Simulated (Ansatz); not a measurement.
# NaP3 (built on the sites of a database entry of NaN3): from the cell to its phonons

Task: relax NaP3 (built on the sites of a database entry of NaN3), then find its harmonic phonons.

Program: Ansatz 0.2.0. Level of theory: DFT PBEsol, scalar-relativistic, plane waves, PAW. Results are calculated unless marked as measured.

Report form: the programs' logs are mostly left out.

The structure was built from a prototype and need not be the compound's stable phase.

**1. Set-up**

The structure is cubic, space group Pm-3m (No. 221). The conventional cell has a = 3.650 Å, b = 3.650 Å, c = 3.650 Å, α = 90.00°, β = 90.00°, γ = 90.00°. Nearest to Na lie 12 P at 2.58 Å. Nearest to P lie 4 Na at 2.58 Å and 8 P at 2.58 Å. Farther neighbours are not listed.

As a file:

```cif
data_structure
_symmetry_space_group_name_H-M 'P 1'
_symmetry_Int_Tables_number 1
_cell_length_a 3.6504
_cell_length_b 3.6504
_cell_length_c 3.6504
_cell_angle_alpha 90.000
_cell_angle_beta 90.000
_cell_angle_gamma 90.000
_cell_volume 48.64
loop_
_atom_site_label
_atom_site_type_symbol
_atom_site_fract_x
_atom_site_fract_y
_atom_site_fract_z
_atom_site_occupancy
Na1 Na 0.00000 0.00000 0.00000 1
P2 P 0.00000 0.50000 0.50000 1
P3 P 0.50000 0.50000 0.00000 1
P4 P 0.50000 0.00000 0.50000 1
```

**2. Coarse relaxation**

A rough relaxation comes first, because large forces or stress need no tight tolerances yet.

The input, input.yaml:

```yaml
crystal:
  lattice:
    - [3.65041, 0.0, 0.0]
    - [0.0, 3.65041, 0.0]
    - [0.0, 0.0, 3.65041]
  atoms:
    - { symbol: Na, position: [0.0, 0.0, 0.0] }
    - { symbol: P, position: [0.0, 0.5, 0.5] }
    - { symbol: P, position: [0.5, 0.5, 0.0] }
    - { symbol: P, position: [0.5, 0.0, 0.5] }
kpoints:
  mp_grid: { grid: [6, 6, 6] }
hamiltonian:
  xc: pbesol
scf:
  occupations: { method: gaussian, width: 0.1 }
output:
  forces: true
  stress: true
  eigenvalues: true
relax:
  adjacent_minimum: "off"
  f_tol: 0.05
  max_steps: 80
  cell: { stress_tol: 0.5 }
```

Run with:

```console
$ ansatz run input.yaml --threads 8 --pin off --max-ram 14336MiB --backend cpu --events-out ev --progress --plain --runs-dir out
```

Elapsed: 1.6 s, on 8 threads of Arm Neoverse V2, shared host; peak memory 0.35 GiB; 8.9 s of CPU time.

Step by step:

```tsv
step	energy less that of the first step (eV)	largest force component (eV/Å)	pressure (GPa)	volume (Å³)
1	0.0000	0.0000	29.96	48.64
2	-0.7917	0.0000	13.00	54.72
3	-1.0487	0.0000	2.17	60.50
4	-1.0587	0.0000	0.39	61.81
5*	-1.0752	0.0000	0.83	61.81
6	-1.0768	0.0000	0.05	62.46
7*	-1.0769	0.0000	0.05	62.46
```

Relaxation steps marked * repeat the geometry before them on a plane-wave basis chosen anew for their cell, so energy and pressure can jump there.

The run keeps the 48 symmetry operations that it works with, so distortions that break them were not tested.

```tsv
conventional cell, symmetrised	before	after	change
a (Å)	3.650	3.968	+8.7 %
b (Å)	3.650	3.968	+8.7 %
c (Å)	3.650	3.968	+8.7 %
volume (Å³/atom)	12.16	15.62	+28.4 %
```

This step gave:

* pressure: 0.04535 GPa
* volume per atom: 15.62 Å³
* gap on the k-mesh: 0 eV

In this step the volume went from 12.16 to 15.62 Å³/atom.

**3. Relaxation**

The cell and atoms are relaxed, since residual forces and stress would shift the frequencies.

input.yaml, the sections that differ from step 2:

```yaml
crystal:
  lattice:
    - [3.9677294831, 0.0, 0.0]
    - [0.0, 3.9677294831, 0.0]
    - [0.0, 0.0, 3.9677294831]
  atoms:
    - { symbol: Na, position: [0.0, 0.0, 0.0] }
    - { symbol: P, position: [0.0, 0.5, 0.5] }
    - { symbol: P, position: [0.5, 0.5, 0.0] }
    - { symbol: P, position: [0.5, 0.0, 0.5] }
kpoints:
  mp_grid: { grid: [10, 10, 10] }
relax:
  adjacent_minimum: "off"
  f_tol: 0.005
  max_steps: 80
  cell: { stress_tol: 0.05 }
# hamiltonian, scf, output: as in step 2
```

The job ended after 1.5 s (8 threads; peak memory 0.41 GiB; 9.3 s of CPU time).

Relaxation path:

```tsv
step	energy less that of the first step (eV)	largest force component (eV/Å)	pressure (GPa)	volume (Å³)
1	0.0000	0.0000	-0.55	62.46
2	-0.0009	0.0000	-0.03	62.04
3*	-0.0008	0.0000	-0.03	62.04
```

Relaxation steps marked * repeat the geometry before them on a plane-wave basis chosen anew for their cell, so energy and pressure can jump there.

The run keeps the 48 symmetry operations that it works with, so distortions that break them were not tested.

```tsv
conventional cell, symmetrised	before	after	change
a (Å)	3.968	3.959	-0.2 %
b (Å)	3.968	3.959	-0.2 %
c (Å)	3.968	3.959	-0.2 %
volume (Å³/atom)	15.62	15.51	-0.7 %
```

This step gave:

```
pressure        : -0.03473 GPa
volume per atom : 15.51 Å³
```

In this step the volume went from 15.62 to 15.51 Å³/atom.

**4. Relaxing to small forces for the phonons**

Phonons need a cell at rest on their own settings, so the relaxation is repeated with tight tolerances on forces and stress, using the mesh and the filling of the phonon run that follows.

The input, input.yaml:

```yaml
crystal:
  lattice:
    - [3.9586707549, 0.0, 0.0]
    - [0.0, 3.9586707549, 0.0]
    - [0.0, 0.0, 3.9586707549]
  atoms:
    - { symbol: Na, position: [0.0, 0.0, 0.0] }
    - { symbol: P, position: [0.0, 0.5, 0.5] }
    - { symbol: P, position: [0.5, 0.5, 0.0] }
    - { symbol: P, position: [0.5, 0.0, 0.5] }
kpoints:
  mp_grid: { grid: [12, 12, 12] }
hamiltonian:
  xc: pbesol
scf:
  occupations: { method: methfessel_paxton, width: 0.2 }
output:
  forces: true
  stress: true
  eigenvalues: true
relax:
  adjacent_minimum: "off"
  f_tol: 0.001
  max_steps: 60
  cell: { stress_tol: 0.01 }
```

It took 2 s on 8 threads; peak memory 0.43 GiB.

Little changed from the start: no atom moved by 0.005 Å and no cell edge by 0.1 %.

Numbers from this step:

```
pressure        : -0.008036 GPa
volume per atom : 15.50 Å³
```

The forces vanish by symmetry and the pressure is -0.008 GPa, within the tolerances set. The cell now holds 15.50 Å³/atom.

**5. Modes at Γ**

The zone centre comes first: it holds the modes that light can see, as far as symmetry allows. No field response is asked, since the mesh shows no gap.

input.yaml, the sections that differ from step 4:

```yaml
crystal:
  lattice:
    - [3.9575023488, 0.0, 0.0]
    - [0.0, 3.9575023488, 0.0]
    - [0.0, 0.0, 3.9575023488]
  atoms:
    - { symbol: Na, position: [0.0, 0.0, 0.0] }
    - { symbol: P, position: [0.0, 0.5, 0.5] }
    - { symbol: P, position: [0.5, 0.5, 0.0] }
    - { symbol: P, position: [0.5, 0.0, 0.5] }
output:
  eigenvalues: true
phonons:
  method: dfpt
# kpoints, hamiltonian, scf: as in step 4
# relax: removed
```

The job ended after 15 s (8 threads; peak memory 1.3 GiB).

Numbers from this step:

* sum-rule residual before enforcement: 9.03e-6 eV/Å²
* point group: m-3m
* highest optical mode at the zone centre (no LO-TO term): 301.3 cm⁻¹
* lowest optical zone-centre mode: -146.4 cm⁻¹

Patterns of degenerate modes are one choice out of their space. Modes at Γ, with each element's share of the kinetic energy (negative means imaginary):

```tsv
mode	frequency (cm⁻¹)	symmetry	Na %	P %
1	-146.4	T1u	8	92
2	-146.4	T1u	8	92
3	-146.4	T1u	8	92
4	0.0	acoustic	20	80
5	0.0	acoustic	20	80
6	0.0	acoustic	20	80
7	141.5	T2u	0	100
8	141.5	T2u	0	100
9	141.5	T2u	0	100
10	301.3	T1u	72	28
11	301.3	T1u	72	28
12	301.3	T1u	72	28
```

Displacements in mode 3 (-146.4 cm⁻¹), the largest set to 1:
```
Na1  0.00 -0.12 -0.39
P2   0.01 -0.11 -0.36
P3   0.00 -0.11  1.00
P4   0.00  0.30 -0.36
```

Displacements in mode 11 (301.3 cm⁻¹), the largest set to 1:
```
Na1  0.00 -0.26  1.00
P2   0.00  0.10 -0.38
P3   0.00  0.10  0.02
P4   0.00  0.00 -0.38
```

Before it was imposed, the acoustic sum rule was missed by 9.0e-6 eV/Å². Small misses are needed for a sound result but don't prove that mesh and cutoff are converged. The lowest optical mode is imaginary, 146.4i cm⁻¹, so the energy falls along it.

**6. Phonons on a q mesh**

Stability and thermal properties need the whole zone. Linear response on a 4×4×4 q mesh gives force constants as far as a supercell of that size would.

Edit input.yaml of step 5 so:

```diff
@@ -20 +20,8 @@
   method: dfpt
+  qmesh: [4, 4, 4]
+  temperatures: { t_max: 1000, t_step: 50 }
+  qpath:
+    path:
+      - [[0.0, 0.0, 0.0], [0.0, 0.5, 0.0], [0.5, 0.5, 0.0], [0.0, 0.0, 0.0], [0.5, 0.5, 0.5], [0.0, 0.5, 0.0]]
+      - [[0.5, 0.5, 0.5], [0.5, 0.5, 0.0]]
+    npoints: 10
```

Elapsed: 6 min, on 8 threads; peak memory 3.9 GiB.

Numbers from this step:

```yaml
sum_rule_residual_before_enforcement: 1.75e-5 eV/Å²
lowest_frequency_on_the_path: -223.9 cm⁻¹
highest_frequency_on_the_path_or_at_a_solved_wavevector: 302.4 cm⁻¹
lowest_mode_on_the_q_mesh_acoustic_modes_at_gamma_apart: -223.9 cm⁻¹
```

Frequencies (cm⁻¹) solved at each irreducible wavevector; negative means imaginary. Frequencies by wavevector, by row:

```tsv
q in reciprocal lattice units	star	mode 1	mode 2	mode 3	mode 4	mode 10	mode 11	mode 12
0 0 0	1	-146.4	-146.4	-146.4	0	301.3	301.3	301.3
0 0 0.25	6	-180.6	-180.6	-154	50.3	284.2	290.9	290.9
0 0 -0.5	3	-163.8	-163.8	-99.9	-37.2	248.2	276	276
0 0.25 0.25	12	-223.9	-159.5	-148.6	62.3	265.4	278.1	300.8
0 0.25 -0.5	12	-179.1	-157.1	-99.3	-95.7	265.3	275.6	291.3
0 -0.5 -0.5	3	-162.6	-162.2	-150.3	-145.4	247.6	300.5	300.5
0.25 0.25 0.25	8	-152.5	-143.1	-143.1	-93.9	249.5	296.5	296.5
0.25 0.25 -0.5	12	-169.9	-165.9	-126.3	-124.2	278.3	286.8	289.8
0.25 -0.5 -0.5	6	-188.7	-177.1	-144.5	-144.5	277.3	297.9	297.9
-0.5 -0.5 -0.5	1	-216.8	-216.8	-216.8	-193.8	294.7	294.7	294.7
```

Interpolated from a 4×4×4 q mesh. Phonon branches along the path, in cm⁻¹:

```tsv
point	branch 1	branch 2	branch 3	branch 4	branch 9	branch 10	branch 11	branch 12
Γ	-146	-146	-146	0	142	301	301	301
halfway	-181	-181	-154	50	151	284	291	291
X	-164	-164	-100	-37	192	248	276	276
halfway	-179	-157	-99	-96	202	265	276	291
M	-163	-162	-150	-145	212	248	300	300
halfway	-224	-160	-148	62	179	265	278	301
Γ	-146	-146	-146	0	142	301	301	301
halfway	-152	-143	-143	-94	194	250	296	296
R	-217	-217	-217	-194	212	295	295	295
halfway	-170	-166	-126	-124	204	278	287	290
X	-164	-164	-100	-37	192	248	276	276
jump to R	-217	-217	-217	-194	212	295	295	295
halfway	-189	-177	-144	-144	212	277	298	298
M	-163	-162	-150	-145	212	248	300	300
```

The phonon density of states has structure finer than the step of the table below, so its rows give means over 20 cm⁻¹, whole bins alone (the curve runs from -222 to 302 cm⁻¹). Peaks (cm⁻¹: height): -177.5: 0.0573, -152.5: 0.0486, -122.5: 0.0537, 167.5: 0.0440, 207.5: 0.0643, 262.5: 0.0592, 297.5: 0.138.

Tetrahedra on a 16×16×16 mesh, mean over bins of 5 cm-1. Interpolated from a 4×4×4 q mesh. Table of phonon density of states by wavenumber; means over each step:

```tsv
wavenumber (cm⁻¹)	phonon density of states (1/cm⁻¹/cell)
-200	0.0139
-180	0.0442
-160	0.0399
-140	0.0371
-120	0.0400
-100	0.0149
-80	0.00764
-60	0.00639
-40	0.00525
-20	0.00444
0	0.00453
20	0.00642
40	0.0132
60	0.0133
80	0.0135
100	0.0199
120	0.0163
140	0.0317
160	0.0368
180	0.0292
200	0.0400
220	0.00915
240	8.4e-4
260	0.0345
280	0.0538
```

The partial phonon density of states has structure finer than the step of the table below, so its rows give means over 25 cm⁻¹, whole bins alone (the curve runs from -235 to 322 cm⁻¹). Peaks (cm⁻¹: height): Na 293.5: 0.0740; P -175.1: 0.0476, -119.2: 0.0468, 101.2: 0.0223, 143.1: 0.0373, 167.6: 0.0393, 206.1: 0.0519, 297.0: 0.0268.

Phonopy on the run's constants, 15x15x15 mesh, Gaussian sigma 4.0 cm-1. Interpolated from a 4×4×4 q mesh. The partial phonon density of states by wavenumber; means over each step; values in 1/cm⁻¹/cell:

```tsv
wavenumber (cm⁻¹)	Na	P
-200	7.8e-4	0.0141
-175	0.00181	0.0419
-150	0.00175	0.0360
-125	0.00129	0.0411
-100	0.00150	0.0136
-75	0.00120	0.00593
-50	0.00141	0.00613
-25	5.6e-4	0.00241
0	3.2e-4	0.00155
25	0.00151	0.00636
50	0.00274	0.0113
75	0.00241	0.0122
100	0.00213	0.0169
125	0.00100	0.0183
150	0.00180	0.0331
175	0.00243	0.0300
200	6.4e-4	0.0377
225	1.5e-5	0.00437
250	0.0138	0.00151
275	0.0396	0.00926
300	0.0412	0.0146
```

Symmetry leaves 10 wavevectors to solve. The lowest mode among them, the acoustic zeros apart, lies at q = (0, 0.25, 0.25) and is imaginary, 223.9i cm⁻¹, so the energy falls along it.

**7. Results**

- space group after relaxation (within 0.01 Å): Pm-3m
- volume per atom: 15.5 Å³
- electronic character: no gap on this mesh
- highest optical mode at the zone centre (no LO-TO term): 301 cm⁻¹
- lowest optical zone-centre mode: -146 cm⁻¹
- lowest mode on the q mesh (acoustic modes at Γ apart): -224 cm⁻¹
- highest frequency on the path or at a solved wavevector: 302 cm⁻¹
- imaginary modes on the 4×4×4 q mesh: yes

Modes are clearly imaginary (beyond 10i cm⁻¹) at 10 of the 10 irreducible wavevectors, most at q = (0, 0.25, 0.25) (223.9i cm⁻¹), so this structure is not a minimum of the energy. The optical modes at Γ span -146 to 301 cm⁻¹ (negative means imaginary). The highest mode in this list at Γ, 301.3 cm⁻¹, is mostly motion of Na (72 % of the kinetic energy). With no gap, or one that is small against the smearing, the frequencies hang on the k mesh and the smearing, most of all near Kohn anomalies. The starting cell was built on a prototype and not taken from a measurement, so the phase need not exist. These are harmonic frequencies at zero temperature: anharmonic shifts, linewidths and thermal expansion are left out.

[Logs are printed without paths, hosts, clocks, repeated set-up lines and the standing remarks that a program may print on its own settings, such as how far it seeks lower states.]

[Hosts, paths, dates, database ids (printed as entryN), source tags and the programs' standing remarks are cut or masked in the printed files.]
